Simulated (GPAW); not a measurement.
# Work function of Mg/Ti(0001) at several levels, part 2 of 2

Wanted: work functions and dipole of Mg/Ti(0001), with the cost of each level.

GPAW 26.7.0; GPAW, PAW setups; slab in vacuum, relaxation (the session's first sound run).

So far, upper work function (eV): step 2 (relaxing the atoms, PBE, GPAW) 4.20; step 5 (self-consistent run: xc = "vdW-DF2", GPAW, PAW setups, GPAW) 4.30; step 6 (self-consistent run: xc = "RPBE") 4.14; step 7 (self-consistent run: xc = "revPBE") 4.14; step 8 (self-consistent run: xc = "LDA") 4.32.

## (9) Real-space grid: mode = "fd"

A real-space grid is a second complete basis, so it checks the plane-wave result.

File run.py:

```python
import json
import numpy as np
from ase import Atoms
from gpaw import GPAW

slab = Atoms(
    ['Ti', 'Ti', 'Ti', 'Ti', 'Mg'],
    positions=[
        [2.95000, 1.70318, 9.00000],
        [0.00000, 0.00000, 11.34230],
        [2.95000, 1.70161, 13.72908],
        [0.00000, -0.03366, 15.95509],
        [1.47500, 0.03728, 18.62712]],
    cell=[[2.95, 0.0, 0.0], [1.475, 2.55477, 0.0], [0.0, 0.0, 27.8221]],
    pbc=[True, True, False])

slab.calc = GPAW(mode='fd', h=0.18, xc='PBE', kpts={'size': (12, 12, 1), 'gamma': True},
                 occupations={'name': 'fermi-dirac', 'width': 0.1}, nbands='200%',
                 convergence={'density': 1e-05}, maxiter=200,
                 poissonsolver={'dipolelayer': 'xy'},
                 symmetry={'tolerance': 1e-3}, txt='slab.txt')
result = {}
energy = slab.get_potential_energy()
fermi = slab.calc.get_fermi_level()
v = slab.calc.get_electrostatic_potential().mean((0, 1)) - fermi
n = slab.calc.get_pseudo_density().mean((0, 1))
L = slab.cell[2, 2]
z = np.arange(len(v)) * L / len(v)
low, high = slab.positions[:, 2].min(), slab.positions[:, 2].max()
below, above = np.interp([low - 6.8, high + 6.8], z, v)
slopes = [np.interp(x, z, np.gradient(v, z)) for x in (low - 6.8, high + 6.8)]
eps = np.array([[slab.calc.get_eigenvalues(k, s) for k in range(len(slab.calc.get_ibz_k_points()))]
                for s in range(slab.calc.get_number_of_spins())]) - fermi
top, bottom = eps[eps < 0].max(), eps[eps > 0].min()
dipole = slab.get_dipole_moment()[2]
print(f'energy {energy:.4f} eV, Fermi level {fermi:.4f} eV, dipole {dipole:.5f} e A')
print(f'potential 6.8 A off the faces, from the Fermi level: lower {below:.4f} eV, upper {above:.4f} eV')
print(f'slope of the potential there: lower {slopes[0]:.5f}, upper {slopes[1]:.5f} eV/A')
print(f'nearest levels on the mesh: {top:.4f} and {bottom:.4f} eV')
print('magnetic moment', round(slab.get_magnetic_moment(), 3))
result.update(energy=energy, fermi=fermi, dipole=dipole, below=below, above=above, slopes=slopes, edges=[top, bottom],
              z=z.tolist(), v=v.tolist(), n=n.tolist(), positions=slab.positions.tolist(),
              forces=slab.get_forces(apply_constraint=False).tolist(), moments=slab.get_magnetic_moments().tolist())
json.dump(result, open('result.json', 'w'))
```

On the command line:

```bash
$ OMP_NUM_THREADS=1 OPENBLAS_NUM_THREADS=1 python run.py
```

It took 28 min on 1 thread of Arm Neoverse V2, shared host; peak memory 2.2 GiB.

This step gave:

```
dipole along the normal                    : 0.008968 e·Å
levels nearest the Fermi level on the mesh : -0.003858, 0.009558 eV from the Fermi level
upper work function                        : 4.201 eV
lower work function                        : 4.416 eV
```

The upper face's work function is 4.201 eV, against 4.201 eV in the first plane-wave PBE run at this geometry.

## (10) Atomic orbitals: mode = "lcao"

Atom-centred orbitals end a few angstrom from the surface, which tests how much the density's tail matters.

run.py: that of step 9 with these lines changed.

```diff
@@ -16,4 +16,4 @@
 
-slab.calc = GPAW(mode='fd', h=0.18, xc='PBE', kpts={'size': (12, 12, 1), 'gamma': True},
-                 occupations={'name': 'fermi-dirac', 'width': 0.1}, nbands='200%',
+slab.calc = GPAW(mode='lcao', basis='dzp', h=0.18, xc='PBE', kpts={'size': (12, 12, 1), 'gamma': True},
+                 occupations={'name': 'fermi-dirac', 'width': 0.1}, nbands='120%',
                  convergence={'density': 1e-05}, maxiter=200,
```

Wall time 46 min (1 thread); peak memory 0.55 GiB.

Numbers from this step:

```
dipole along the normal                    : 0.007842 e·Å
levels nearest the Fermi level on the mesh : -0.02570, 3.51e-4 eV from the Fermi level
upper work function                        : 4.217 eV
lower work function                        : 4.405 eV
```

The electrostatic potential energy of an electron (without an applied field's), less the Fermi level, planar mean oscillates, so the rows of the table below give means over windows of 2.41 Å about each position, cut where the curve ends. Its maxima inside the range that stand out by 2 % of the span (Å: eV): 10.2: -0.211, 12.6: -0.175, 14.8: -1.05, 17.4: 1.15. Its minima: 9.0: -19.7, 11.3: -19.5, 13.7: -19.5, 16.0: -19.5, 18.6: -12.2.

The electrostatic potential energy of an electron (without an applied field's), less the Fermi level, planar mean by z; means over each step:

z (Å), electrostatic potential energy of an electron (without an applied field's), less the Fermi level, planar mean (eV) and a bar from the least value:
```
     1.21        4.4 ##############################
     3.62        4.4 ##############################
     6.03        4.2 ##############################
     8.44       -7.2 ###
    10.85       -8.2 #
    13.26       -8.1 #
    15.67       -8.4 
    18.08       -4.5 #########
    20.48        2.6 ##########################
    22.90        4.2 ##############################
    25.30        4.2 ##############################
    27.72        4.2 ##############################
```

The upper face's work function is 4.217 eV, against 4.201 eV in the first plane-wave PBE run at this geometry.

## (11) All levels side by side

Times are for 1 thread of Arm Neoverse V2, shared host. Results by setting:

| no. | run | upper work function (eV) | lower work function (eV) | time | memory (GiB) |
| --- | --- | --- | --- | --- | --- |
| 1 | pw | 4.201 | 4.419 | 5.3 min | 0.37 |
| 2 | optPBE vdW | 4.291 | 4.561 | 5.7 min | 0.51 |
| 3 | vdW DF2 | 4.299 | 4.626 | 6 min | 0.52 |
| 4 | RPBE | 4.140 | 4.309 | 5.6 min | 0.39 |
| 5 | revPBE | 4.141 | 4.319 | 5.3 min | 0.39 |
| 6 | LDA | 4.320 | 4.599 | 4.8 min | 0.38 |
| 7 | fd | 4.201 | 4.416 | 28 min | 2.2 |
| 8 | lcao | 4.217 | 4.405 | 46 min | 0.55 |

## (12) Side by side

Results and costs are gathered.

This step: comparison of work functions, dipole and cost (GPAW 26.7.0).

Ladder, by row:

| step | code | work function, upper (eV) | work function, lower (eV) | dipole (e Å) | wall time (s) | peak memory (GiB) | threads |
| --- | --- | --- | --- | --- | --- | --- | --- |
| pw | GPAW | 4.201 | 4.419 | 0.00917 | 320 | 0.37 | 1 |
| optPBE-vdW | GPAW | 4.291 | 4.561 | 0.0113 | 344.7 | 0.51 | 1 |
| vdW-DF2 | GPAW | 4.299 | 4.626 | 0.0137 | 358.9 | 0.52 | 1 |
| RPBE | GPAW | 4.14 | 4.309 | 0.007117 | 336.1 | 0.39 | 1 |
| revPBE | GPAW | 4.141 | 4.319 | 0.007484 | 317.3 | 0.39 | 1 |
| LDA | GPAW | 4.32 | 4.599 | 0.01172 | 289.2 | 0.38 | 1 |
| fd | GPAW | 4.201 | 4.416 | 0.008968 | 1698 | 2.17 | 1 |
| lcao | GPAW | 4.217 | 4.405 | 0.007842 | 2787 | 0.55 | 1 |

## (13) Summary of results

| Quantity | Value |
| --- | --- |
| work function, upper and lower face | 4.201 and 4.419 eV |
| dipole along the normal | 0.00917 e Å |

In words: With plane waves and PBE the work function is 4.20 eV on the upper face and 4.42 eV on the lower. The two faces differ by 0.22 eV, the step that the slab's dipole makes (e p/(ε0 A) gives 0.22 eV), so the dipole layer is needed. Over the sound runs of the table the upper face's work function spans 4.140 (RPBE) to 4.320 eV (LDA). The cell of 7.54 Å² holds one Mg, started on one chosen site; other sites and coverages weren't tried. The runs had no spin polarisation, so a magnetic state, which thin layers of d-metal atoms can have, wasn't tested. The in-plane lattice was kept as typed, which isn't the functional's own and leaves some strain; spin-orbit coupling and temperature are left out.

[Logs are printed without paths, hosts, clocks, repeated set-up lines and the standing remarks that a program may print on its own settings, such as how far it seeks lower states.]

[Hosts, paths, dates, database ids (printed as entryN), source tags and the programs' standing remarks are cut or masked in the printed files.]
